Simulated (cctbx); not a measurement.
# Accept or mend?

Cell a = 9.6820 Å, b = 9.6820 Å, c = 9.6820 Å, α = 90.00°, β = 90.00°, γ = 90.00°; space group I-43d (no. 220). The compound is Sm3Fe3Sb4.

Simulated single-crystal data (cctbx): Mo Kα, λ = 0.71073 Å, to d = 0.8 Å, 95 % of the full sphere, strongest reflection 20000 counts, noise from counting, a 4 % proportional error and a noise floor of 2 counts (s.d.); no absorption.

An anisotropic refinement with weights 1/σ² prints:

```text
Rint 0.036, 161 unique reflections to 0.80 A
cycle     R1     wR2    GooF  max shift (A)
   1  0.1947  0.4479  36.052   0.01188
   2  0.1905  0.4204  33.839   0.00041
final R1 0.1903 wR2 0.4204 GooF 33.837  parameters 5  data/parameter 32.2
atom        x        y        z      Ueq    occ   su(xyz)  su(Uiso or U11)
Sm1    0.50000  0.25000  0.12500   0.0109  1.000  0.00000  0.0030
Sb1    0.17157  0.17157  0.17157   0.0053  1.000  0.00044  0.0023
difference map: max 51.49 min -5.97 rms 3.71
Q1    0.0000  0.2500  0.3750   12   53.06  2.69 A from Sb1
Q2    0.0000  0.2500  0.8750   12   36.64  0.00 A from Sm1
Q3    0.0867  0.4133  0.5867   16   20.63  0.14 A from Sb1
Q4    0.0000  0.2500  0.1350   24    9.65  1.86 A from Sb1
Q5    0.0512  0.3256  0.4420   48    8.25  1.64 A from Sb1
Q6    0.9970  0.0189  0.3743   48    6.64  1.70 A from Sm1
```

Q: Accept it or mend it, and why?

Mend it. The fault: an atom left out, Fe at (0, 3/4, 1/8). Against the right model at the same level, R1 goes from 0.0050 to 0.1903 and GooF from 1.01 to 33.84, U of Sb1 shrinks from 0.0128 to 0.0053 Å² and the top difference peak, 53.1 e/Å³, lies 2.69 Å from Sb1. Q1 is the missing atom. With scattering power missing, scale and phases suffer, so peaks may also grow on the heavy atoms.

The compound is Sm3Fe3Sb4. The right model at the same level gives:

```text
Rint 0.036, 161 unique reflections to 0.80 A
cycle     R1     wR2    GooF  max shift (A)
   1  0.0050  0.0127   1.026   0.00006
   2  0.0050  0.0124   1.006   0.00000
final R1 0.0050 wR2 0.0124 GooF 1.006  parameters 7  data/parameter 23.0
atom        x        y        z      Ueq    occ   su(xyz)  su(Uiso or U11)
Sm1    0.50000  0.25000  0.12500   0.0145  1.000  0.00000  0.0001
Sb1    0.17089  0.17089  0.17089   0.0128  1.000  0.00001  0.0001
Fe1    0.00000  0.75000  0.12500   0.0172  1.000  0.00000  0.0002
Flack x: 0.022(14)
Hooft y: -0.000(12)  Bijvoet pairs: 66
difference map: max 0.18 min -0.19 rms 0.06
Q1    0.0374  0.2088  0.6091   48    0.18  1.71 A from Sb1
Q2    0.0878  0.3657  0.1184   48    0.18  1.86 A from Sm1
Q3    0.0101  0.4434  0.1092   48    0.17  1.84 A from Sm1
Q4    0.0078  0.1758  0.4343   48    0.15  0.92 A from Fe1
Q5    0.0259  0.0259  0.0259   16    0.15  1.76 A from Sb1
Q6    0.0116  0.3201  0.9226   48    0.15  0.83 A from Sm1
```

Isotropic U is held between 0.0001 and 1 Å² by the program, and listed peak heights are interpolated, so they can pass the grid's maximum.

The model was made for the exercise: a known structure type with other elements put in, its volume estimated, not relaxed; displacement parameters are assumed.

[Middle refinement cycles are left out of these outputs.]

[Logs are printed without paths, hosts, clocks, repeated set-up lines and the standing remarks that a program may print on its own settings, such as how far it seeks lower states.]
